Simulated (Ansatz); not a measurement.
# What BiH3 (model cell, started as ReO3 type) distorts into

Wanted: the energy along a soft mode of BiH3 (model cell, started as ReO3 type) and the structure at the end.

Method: DFT PBEsol, scalar-relativistic, plane waves, PAW, in Ansatz 0.2.0.

The structure was built from a prototype and need not be the compound's stable phase.

### Step 1. Starting point

The structure is cubic, space group Pm-3m (No. 221). The conventional cell has a = 4.163 Å, b = 4.163 Å, c = 4.163 Å, α = 90.00°, β = 90.00°, γ = 90.00°. Nearest to Bi lie 6 H at 2.08 Å. Nearest to H lie 2 Bi at 2.08 Å. Farther neighbours, and contacts between anions beyond the nearest, are not listed.

### Step 2. Phonons on a q mesh

Stability and thermal properties need the whole zone. Linear response on a 4×4×4 q mesh gives force constants as far as a supercell of that size would.

input.yaml

```yaml
crystal:
  lattice:
    - [4.1628261251, 0.0, 0.0]
    - [0.0, 4.1628261251, 0.0]
    - [0.0, 0.0, 4.1628261251]
  atoms:
    - { symbol: Bi, position: [0.0, 0.0, 0.0] }
    - { symbol: H, position: [0.5, 0.0, 0.0] }
    - { symbol: H, position: [0.0, 0.5, 0.0] }
    - { symbol: H, position: [0.0, 0.0, 0.5] }
kpoints:
  mp_grid: { grid: [12, 12, 12] }
hamiltonian:
  xc: pbesol
scf:
  occupations: { method: methfessel_paxton, width: 0.2 }
output:
  eigenvalues: true
phonons:
  method: dfpt
  qmesh: [4, 4, 4]
  temperatures: { t_max: 1000, t_step: 50 }
  qpath:
    path:
      - [[0.0, 0.0, 0.0], [0.0, 0.5, 0.0], [0.5, 0.5, 0.0], [0.0, 0.0, 0.0], [0.5, 0.5, 0.5], [0.0, 0.5, 0.0]]
      - [[0.5, 0.5, 0.5], [0.5, 0.5, 0.0]]
    npoints: 10
```

Run with:

```bash
$ ansatz run input.yaml --threads 4 --pin off --max-ram 7168MiB --backend cpu --events-out ev --progress --plain --runs-dir out
```

Output:

```text
Engine: ansatz 0.2.0, aarch64-unknown-linux-gnu
Pseudopotentials: kind: paw
Pseudopotential: Bi, paw, valence charge 15, recommended cutoff 420 eV (normal), Bi.paw.azcp
Pseudopotential: H, paw, valence charge 1, recommended cutoff 420 eV (normal), H.paw.azcp
Functional definition: PBEsol
  exchange = pbesol_x
  correlation = pbesol_c
Crystal: 4 atoms, lattice volume = 72.138 Å³
Basis set: ecut = 420 eV, 1365 PW (Γ), exchange–correlation on 60×60×60 points (8 copies of the dense FFT grid, shifted against one another)
Bands: 13, of which v1, the nominal top of the filled ones, is band 9 counted from 1 (8 counted from 0)
Symmetry: 48 space group operations
k-points: 84 of 1728
Non-local potential: Bi, projectors of the file, l = 0: 2, l = 1: 2, l = 2: 2, l = 3: 2
Non-local potential: H, projectors of the file, l = 0: 2, l = 1: 1
PAW form: soft (Blöchl's): semilocal exchange-correlation on the pseudo side does not see the compensation charge
PAW frozen core: Bi, regenerated for the run's functional, and the local potential with it (the file was generated under x = pbe(κ = 0.804, μ = 0.219515), c = pbe(β = 0.066725))
PAW one-centre angular grid: Bi, 590 points (default); XC on 64 Gauss nodes
PAW one-centre angular grid: H, 110 points (default); XC on 64 Gauss nodes
Initial density: superposition of atomic densities (neutral atoms: chi_scale 0, normalization atom), corrected by the library's trained network
Initial wavefunctions: pseudopotential atomic-orbital guess
Functional: x = pbesol(κ = 0.804, μ = 0.123457), c = pbesol(β = 0.046)
SCF iter   1: F=—  HF=-12287.038061 eV  |F-HF|=—  |Δ(HF+E_count)|=         —  Δρ=5.40e-3  dr2=1.62e-2  ethr=1.77e-3  ⟨swp⟩=5.4  Hψ=6080  notcnv=0
preconditioner: auto → none  [metal: Δε(μ)=0.054 eV  Ē_g=9.681 eV  σ=0.200 eV  W_gap=0.23  n_scr=18 (ndim 8)  ℏωp=12.4 eV  f_vac=0.180  D(μ)=0.37/eV (n_scr^D=0)  sad-step TF]
SCF iter   2: F=—  HF=-12287.036409 eV  |F-HF|=—  |Δ(HF+E_count)|=   1.65e-3  S|Δr|=    0.00e0  Δρ=2.63e-3  dr2=4.64e-3  ethr=9.00e-5  ⟨swp⟩=1.0  Hψ=1766  notcnv=0
SCF iter   3: F=—  HF=-12287.039638 eV  |F-HF|=—  |Δ(HF+E_count)|=   3.23e-3  S|Δr|=    0.00e0  Δρ=3.31e-4  dr2=1.18e-4  ethr=2.58e-5  ⟨swp⟩=2.0  Hψ=1450  notcnv=0
SCF iter   4: F=—  HF=-12287.040088 eV  |F-HF|=—  |Δ(HF+E_count)|=   4.50e-4  S|Δr|=    0.00e0  Δρ=1.64e-4  dr2=2.32e-5  ethr=6.55e-7  ⟨swp⟩=2.0  Hψ=1871  notcnv=0
SCF iter   5: F=—  HF=-12287.040089 eV  |F-HF|=—  |Δ(HF+E_count)|=   8.21e-7  S|Δr|=    0.00e0  Δρ=1.97e-5  dr2=3.72e-7  ethr=1.29e-7  ⟨swp⟩=2.0  Hψ=1851  notcnv=0
SCF iter   6: F=—  HF=-12287.040084 eV  |F-HF|=—  |Δ(HF+E_count)|=   4.65e-6  S|Δr|=    0.00e0  Δρ=2.11e-6  dr2=4.87e-9  ethr=2.07e-9  ⟨swp⟩=2.1  Hψ=1452  notcnv=0
SCF iter   7: F=—  HF=-12287.040084 eV  |F-HF|=—  |Δ(HF+E_count)|=   1.37e-8  S|Δr|=    0.00e0  Δρ=4.12e-7  dr2=1.01e-10  ethr=2.70e-11  ⟨swp⟩=2.3  Hψ=1944  notcnv=0
SCF iter   8: F=-12287.040084 eV  HF=-12287.040084 eV  |F-HF|=2.36e-11  |Δ(HF+E_count)|=   1.05e-9  S|Δr|=    0.00e0  Δρ=4.70e-8  dr2=2.14e-12  ethr=1.00e-12  ⟨swp⟩=8.5  Hψ=6720  notcnv=0
SCF 1 converged in 8 iterations: F = -12287.040084 eV  dr2 = 2.14e-12
  Residual-converged pass: ⟨swp⟩=1.0  Hψ=1429  notcnv=0  max |occ|·‖R‖ = 7.0e-9 eV (tolerance 1.0e-8 eV)  dr2=2.14e-12  dr2_onsite=2.06e-13  max |Δocc| = 4.6e-10
  greatest PAW one-centre occupation: 0.989 electrons in one spin orbital (limit 2), on the Bi atom at site 0 (counted from 0), in its partial waves of l = 2
Initial density: read from a saved state, or passed on in memory by an earlier SCF of this step, an earlier step, the calling program or the single point that the run made first
iter 1 solved again at ethr=1.92e-7 eV; its pass at ethr=3.10e-3 eV (dr2=3.46e-5 eV) is discarded
SCF iter   1: F=—  HF=-12287.040082 eV  |F-HF|=—  |Δ(HF+E_count)|=         —  Δρ=3.32e-7  dr2=5.57e-11  ethr=1.92e-7  ⟨swp⟩=3.6  Hψ=9613  notcnv=0
eigensolver tolerance schedule: the retry pair's looser diagonalisation over-reported the residual by 620423.02 of it (diagonalisation noise at an unbounded share of the residual, at the tolerance the schedule requests for it); recorded, not acted on — ethr = c·dr2/N_el stays at c = 1.0e-1
preconditioner: auto → none  [metal: Δε(μ)=0.054 eV  Ē_g=9.728 eV  σ=0.200 eV  W_gap=0.23  n_scr=18 (ndim 8)  ℏωp=12.4 eV  f_vac=0.202  D(μ)=0.33/eV (n_scr^D=0)]
SCF iter   2: F=—  HF=-12287.040084 eV  |F-HF|=—  |Δ(HF+E_count)|=   1.92e-6  S|Δr|=    0.00e0  Δρ=2.02e-7  dr2=2.25e-11  ethr=1.00e-12  ⟨swp⟩=4.0  Hψ=3123  notcnv=0
SCF iter   3: F=-12287.040084 eV  HF=-12287.040084 eV  |F-HF|=5.46e-12  |Δ(HF+E_count)|=  8.73e-11  S|Δr|=    0.00e0  Δρ=1.13e-7  dr2=6.03e-12  ethr=1.00e-12  ⟨swp⟩=4.1  Hψ=3385  notcnv=0
SCF 2 converged in 3 iterations: F = -12287.040084 eV  dr2 = 6.03e-12
phonons: the bands overlap, so this run is a metal and interpolates without the dipole-dipole term. If the crystal is really an insulator or semiconductor, its LO-TO splitting is missing
NSCF: frozen V_eff on 84 k-points
WARN: eigensolver did not converge in 18 slots of this pass, the one above among them; of largest residual over every band (k=5): 1 band(s) unlocked (lowest unlocked band 12, counted from 0; max residual 3.70e-3 eV among the unlocked bands, 3.70e-3 eV over every band); of lowest unlocked band (k=5): band 12
NSCF: frozen V_eff on 343 k-points
DFPT response loops at q = (0, 0, 0) (fractional): preconditioner auto → none (partly filled bands, converged f_vac=0.202); β = 0.50; Broyden in place of MSR1
NSCF: frozen V_eff on 1176 k-points
DFPT response loops at q = (0, 0, 0.25) (fractional): mixed as the last ones told, above
NSCF: frozen V_eff on 686 k-points
DFPT response loops at q = (0, 0, -0.5) (fractional): mixed as the last ones told, above
NSCF: frozen V_eff on 2016 k-points
DFPT response loops at q = (0, 0.25, 0.25) (fractional): mixed as the last ones told, above
NSCF: frozen V_eff on 1176 k-points
DFPT response loops at q = (0, 0.25, -0.5) (fractional): mixed as the last ones told, above
NSCF: frozen V_eff on 686 k-points
DFPT response loops at q = (0, -0.5, -0.5) (fractional): mixed as the last ones told, above
NSCF: frozen V_eff on 3456 k-points
DFPT response loops at q = (0.25, 0.25, 0.25) (fractional): mixed as the last ones told, above
NSCF: frozen V_eff on 2016 k-points
DFPT response loops at q = (0.25, 0.25, -0.5) (fractional): mixed as the last ones told, above
NSCF: frozen V_eff on 1176 k-points
DFPT response loops at q = (0.25, -0.5, -0.5) (fractional): mixed as the last ones told, above
NSCF: frozen V_eff on 686 k-points
DFPT response loops at q = (-0.5, -0.5, -0.5) (fractional): mixed as the last ones told, above
SCF converged after 8 iterations
Stability not checked: this state was not tested for a lower state beside it, because cold or Methfessel-Paxton smearing, or corrected tetrahedra, fill the levels in a way that the test cannot read (fill_not_monotonic; see scf.lower_state_search)
Free energy (F): -12287.040084 eV
Harris-Foulkes:  -12287.040084 eV  (|F-HF|=2.36e-11)
Internal energy: -12287.041886 eV  (E = F + TS)
E sigma→0 (E₀):  -12287.040535 eV
Entropy (-TS):   0.001802 eV (0.451 meV/atom)
Fermi energy:    3.561859 eV
--- Per-component energies (eV) ---
  E_band       = -211.635389
  E_kinetic    = 339.764250
  E_local      = -2083.217538  (includes V_loc(G=0)·N_el)
  E_nonlocal   = 567.205000
  E_hartree    = 715.166186
  E_xc         = -175.103444
  E_vxc        = -176.398888  (∫ρ·V_xc dr)
  E_paw        = -10511.110997  (= ΣΔE_a)
  E_vpaw       = -289.316915  (= ΣTr[D̂ρ^β])
  E_aug_tail   = -0.003730  (compensation charges beyond the density's cutoff)
  E_ewald      = -1139.831365
  E_core_change = 0.089752  (= ΣΔE_core)
  E_smearing   = 0.001802  (= −TS)
  E_closure    = 0.000000  (closes the sum)
  Σ components = -12287.040084   (vs F -12287.040084, Δ=0.00e0)
--- Band table (eV; the first three rows and the last of 84) ---
  k-point 0: bands = [... 5 lower, -8.9656, 1.7273, 1.7273, 3.4749, 3.4749, 3.4749, 4.8138, 10.9216]
  k-point 1: bands = [... 5 lower, -8.9312, 1.1335, 1.7374, 3.5047, 3.5047, 3.6035, 5.4294, 10.6883]
  k-point 2: bands = [... 5 lower, -8.8328, 0.0904, 1.7654, 3.5883, 3.5883, 3.7543, 6.7454, 10.1607]
  k-point 83: bands = [... 5 lower, -6.8535, -1.8865, -1.8865, -1.8865, 7.4214, 7.4214, 7.4214, 9.8784]
--- Phonons (Γ-DFPT): 3 representative perturbations + reference (Σ response iterations 9) ---
  ASR residual: 7.873e-5 → 0.000e0 eV/Å²; symmetrization residual: 3.376e-7 eV/Å²
  ASR residual per site (eV/Å²): 7.87e-5 1.01e-5 1.01e-5 1.01e-5
  Γ frequencies (cm⁻¹): -1283.96 -1283.96 -1283.96 0.00 0.00 0.00 455.11 455.11 455.11 476.45 476.45 476.45
--- Phonons (arbitrary-q DFPT): 10 irreducible q on the 4×4×4 mesh ---
  q = [0.0000, 0.0000, 0.0000] (star 1, of the zone-centre solve; hermiticity 1.11e-7, symmetrization 5.78e-13): -1283.96 -1283.96 -1283.96 -0.00 -0.00 0.00 455.11 455.11 455.11 476.45 476.45 476.45
  q = [0.0000, 0.0000, 0.2500] (star 6, 7 solved perturbations in 3612 linear systems a pass and spin channel, the states on 588 of 1728 k-point pairs; hermiticity 1.27e-7, symmetrization 2.52e-13): -1310.12 -1310.12 17.91 17.91 73.28 459.35 459.35 459.35 461.87 473.61 473.61 1235.53
  q = [0.0000, 0.0000, -0.5000] (star 3, 7 solved perturbations in 2107 linear systems a pass and spin channel, the states on 343 of 1728 k-point pairs; hermiticity 1.25e-7, symmetrization 4.18e-13): -1347.50 -1347.50 29.84 29.84 103.44 449.18 455.24 455.24 458.26 466.54 466.54 1414.69
  q = [0.0000, 0.2500, 0.2500] (star 12, 7 solved perturbations in 6132 linear systems a pass and spin channel, the states on 1008 of 1728 k-point pairs; hermiticity 1.20e-7, symmetrization 8.37e-14): -1315.94 25.35 72.80 80.56 348.99 450.40 462.22 468.35 471.00 559.18 1206.73 1276.92
  q = [0.0000, 0.2500, -0.5000] (star 12, 12 solved perturbations on 588 of 1728 k-point pairs; hermiticity 9.22e-8, symmetrization 8.20e-14): -1344.17 34.85 83.34 104.51 289.48 443.65 447.65 452.89 470.56 602.96 1234.78 1422.22
  q = [0.0000, -0.5000, -0.5000] (star 3, 7 solved perturbations in 2107 linear systems a pass and spin channel, the states on 343 of 1728 k-point pairs; hermiticity 5.15e-8, symmetrization 6.82e-14): -1376.93 41.90 112.93 112.93 200.11 430.34 430.34 450.74 450.74 668.13 1373.18 1453.82
  q = [0.2500, 0.2500, 0.2500] (star 8, 3 solved perturbations in 3600 linear systems a pass and spin channel, the states on 1728 of 1728 k-point pairs; hermiticity 1.26e-7, symmetrization 2.50e-12): 75.66 75.66 86.35 344.04 348.08 348.08 551.59 551.59 562.79 1163.93 1283.37 1283.37
  q = [0.2500, 0.2500, -0.5000] (star 12, 7 solved perturbations in 6132 linear systems a pass and spin channel, the states on 1008 of 1728 k-point pairs; hermiticity 8.74e-8, symmetrization 4.81e-13): 81.99 88.11 105.73 283.66 288.97 342.78 551.30 595.56 603.65 1183.70 1287.36 1431.87
  q = [0.2500, -0.5000, -0.5000] (star 6, 7 solved perturbations in 3612 linear systems a pass and spin channel, the states on 588 of 1728 k-point pairs; hermiticity 9.84e-8, symmetrization 3.18e-13): 89.94 113.49 113.49 197.73 282.13 282.13 595.98 595.98 665.79 1214.05 1396.56 1461.75
  q = [-0.5000, -0.5000, -0.5000] (star 1, 3 solved perturbations in 735 linear systems a pass and spin channel, the states on 343 of 1728 k-point pairs; hermiticity 1.73e-13, symmetrization 2.20e-12): 120.27 120.27 120.27 195.67 195.67 195.67 663.51 663.51 663.51 1310.73 1464.29 1464.29
  sum rule: each row above includes the acoustic sum rule's correction from the zone centre's row sums; it moved no ω² by more than (1.65 cm⁻¹)²
  mesh force constants: q→R imaginary residual 2.52e-48; ASR residual 7.873e-5 → 0.000e0 eV/Å²; symmetrization residual 5.329e-15 eV/Å²
  interpolated dispersion: 62 rows × 12 modes
  density of states and harmonic sums: on the 16×16×16 q-mesh, interpolated from the force constants of a 4×4×4 supercell (no non-analytic term)
  largest difference from the sums on the solved wave vectors: F 1.64e-2 eV, S 1.29e-5 and C_V 8.15e-6 eV/K
  zero-point energy: 0.346455 eV/cell   skipped modes (ω ≤ 0): 168, of them read as no rigid motion or as one in doubt: 165 (9.375e-1 modes/cell left out, lowest -1376.93 cm⁻¹)   left out of the sums: 7.82e-2 of the cell's modes: C_V's classical limit lies that fraction below 3 k_B per atom; for a crystal, a wire or a layer, F and S can be off by more, and a phonons.interpolated_qmesh denser along its periods is the remedy for the sampling
```

It took 11 min on 4 threads of Arm Neoverse V2, shared host; peak memory 3.6 GiB.

Read from the output:

```yaml
volume_per_atom: 18.03 Å³
gap_on_the_k_mesh: 0 eV
sum_rule_residual_before_enforcement: 7.87e-5 eV/Å²
lowest_frequency_on_the_path: -1377 cm⁻¹
point_group: m-3m
highest_frequency_on_path_mesh_or_solved_points: 1522 cm⁻¹
highest_optical_mode_at_the_zone_centre_no_lo_to_term: 476.4 cm⁻¹
lowest_optical_zone_centre_mode: -1284 cm⁻¹
lowest_mode_on_the_q_mesh_acoustic_modes_at_gamma_apart: -1377 cm⁻¹
```

Frequencies (cm⁻¹) solved at each irreducible wavevector; negative means imaginary. Frequencies by wavevector, by row:

```
q in reciprocal lattice units  star  mode 1  mode 2  mode 3  mode 4  mode 10  mode 11  mode 12
                        0 0 0     1   -1284   -1284   -1284       0    476.4    476.4    476.4
                     0 0 0.25     6   -1310   -1310    17.9    17.9    473.6    473.6     1236
                     0 0 -0.5     3   -1348   -1348    29.8    29.8    466.5    466.5     1415
                  0 0.25 0.25    12   -1316    25.4    72.8    80.6    559.2     1207     1277
                  0 0.25 -0.5    12   -1344    34.9    83.3   104.5      603     1235     1422
                  0 -0.5 -0.5     3   -1377    41.9   112.9   112.9    668.1     1373     1454
               0.25 0.25 0.25     8    75.7    75.7    86.3     344     1164     1283     1283
               0.25 0.25 -0.5    12      82    88.1   105.7   283.7     1184     1287     1432
               0.25 -0.5 -0.5     6    89.9   113.5   113.5   197.7     1214     1397     1462
               -0.5 -0.5 -0.5     1   120.3   120.3   120.3   195.7     1311     1464     1464
```

Interpolated from a 4×4×4 q mesh. The phonon branches at the labelled points (cm⁻¹):

```
    point  branch 1  branch 2  branch 3  branch 4  branch 9  branch 10  branch 11  branch 12
        Γ     -1284     -1284     -1284         0       455        476        476        476
  halfway     -1310     -1310        18        18       462        474        474       1236
        X     -1348     -1348        30        30       458        466        466       1415
  halfway     -1344        35        83       104       471        603       1235       1422
        M     -1377        42       113       113       451        668       1373       1454
  halfway     -1316        25        73        81       471        559       1207       1277
        Γ     -1284     -1284     -1284         0       455        476        476        476
  halfway        76        76        86       344       563       1164       1283       1283
        R       120       120       120       196       664       1311       1464       1464
  halfway        82        88       106       284       604       1184       1287       1432
        X     -1348     -1348        30        30       458        466        466       1415
jump to R       120       120       120       196       664       1311       1464       1464
  halfway        90       114       114       198       666       1214       1397       1462
        M     -1377        42       113       113       451        668       1373       1454
```

Symmetry leaves 10 wavevectors to solve. The lowest mode among them, the acoustic zeros apart, lies at q = (0, -0.5, -0.5) and is imaginary, 1376.9i cm⁻¹, so the energy falls along it.

### Step 3. The mode frozen in, largest atomic shift 0 Å

The mode followed lies at q = (0, 0, -0.5) with frequency 1347.5i cm⁻¹ and is 2-fold degenerate, one of the unstable modes though not the softest. At small amplitude the pattern taken leaves space group no. 51 by a symmetry search on the positions. The undistorted cell that holds it gives the zero of energy on the same k mesh.

System of this step: BiH3 (model cell, started as ReO3 type). Symmetry: Pm-3m, No. 221, cubic system. The conventional cell has a = 4.163 Å, b = 4.163 Å, c = 4.163 Å, α = 90.00°, β = 90.00°, γ = 90.00°. Nearest to Bi lie 6 H at 2.08 Å. H has 2 Bi at 2.08 Å nearest. Nearest to H lie 2 Bi at 2.08 Å. Farther neighbours, and contacts between anions beyond the nearest, are not listed.

input.yaml

```yaml
crystal:
  lattice:
    - [4.1628261251, 0.0, 0.0]
    - [0.0, 4.1628261251, 0.0]
    - [0.0, 0.0, 8.3256522502]
  atoms:
    - { symbol: Bi, position: [0.0, 0.0, 0.0] }
    - { symbol: Bi, position: [0.0, 0.0, 0.5] }
    - { symbol: H, position: [0.5, 0.0, 0.0] }
    - { symbol: H, position: [0.5, 0.0, 0.5] }
    - { symbol: H, position: [0.0, 0.5, 0.5] }
    - { symbol: H, position: [0.0, 0.5, 0.0] }
    - { symbol: H, position: [0.0, 0.0, 0.25] }
    - { symbol: H, position: [0.0, 0.0, 0.75] }
kpoints:
  mp_grid: { grid: [8, 8, 4] }
hamiltonian:
  xc: pbesol
scf:
  occupations: { method: methfessel_paxton, width: 0.2 }
output:
  forces: true
  stress: true
  eigenvalues: true
```

Output:

```text
[...]
Crystal: 8 atoms, lattice volume = 144.276 Å³
Basis set: ecut = 420 eV, 2787 PW (Γ), exchange–correlation on 60×60×120 points (8 copies of the dense FFT grid, shifted against one another)
Bands: 26, of which v1, the nominal top of the filled ones, is band 18 counted from 1 (17 counted from 0)
Symmetry: 32 space group operations
[...]
k-points: 45 of 256
[...]
k-point 0: bands = [... 14 lower, 1.7419, 1.9017, 3.4675, 3.4675, 3.4675, 3.9672, 3.9672, 4.2861, ... 4 higher]
  k-point 1: bands = [... 14 lower, 1.7643, 1.8773, 3.5331, 3.5331, 3.6821, 3.8851, 3.8851, 4.1664, ... 4 higher]
  k-point 2: bands = [... 14 lower, 1.8197, 1.8197, 3.7009, 3.7009, 3.7009, 3.7009, 3.9187, 3.9187, ... 4 higher]
  k-point 44: bands = [... 14 lower, -2.0086, -2.0086, -0.1559, -0.1559, 6.7308, 6.7308, 8.3369, 8.3369, ... 4 higher]
[key lines of the parts left out:]
SCF converged after 6 iterations
Free energy (F): -24573.955467 eV
Fermi energy:    3.608710 eV
P = ⅓ Tr σ = 0.1089 GPa (1.089 kbar)
```

It took 2.7 s on 4 threads; peak memory 0.48 GiB.

Numbers from this step:

```yaml
pressure: 0.1089 GPa
energy_from_the_undistorted_cell: 0 meV/atom
```

The run ends at a pressure of 0.11 GPa.

(Continued in part 2 of 3.)

[Long decimals in the printed logs are rounded to 6 places.]

[Logs are printed without paths, hosts, clocks, repeated set-up lines and the standing remarks that a program may print on its own settings, such as how far it seeks lower states.]

[Hosts, paths, dates, database ids (printed as entryN), source tags and the programs' standing remarks are cut or masked in the printed files.]

[Where the starting crystal was built by hand or by swapping elements, it need not be the compound's stable phase.]
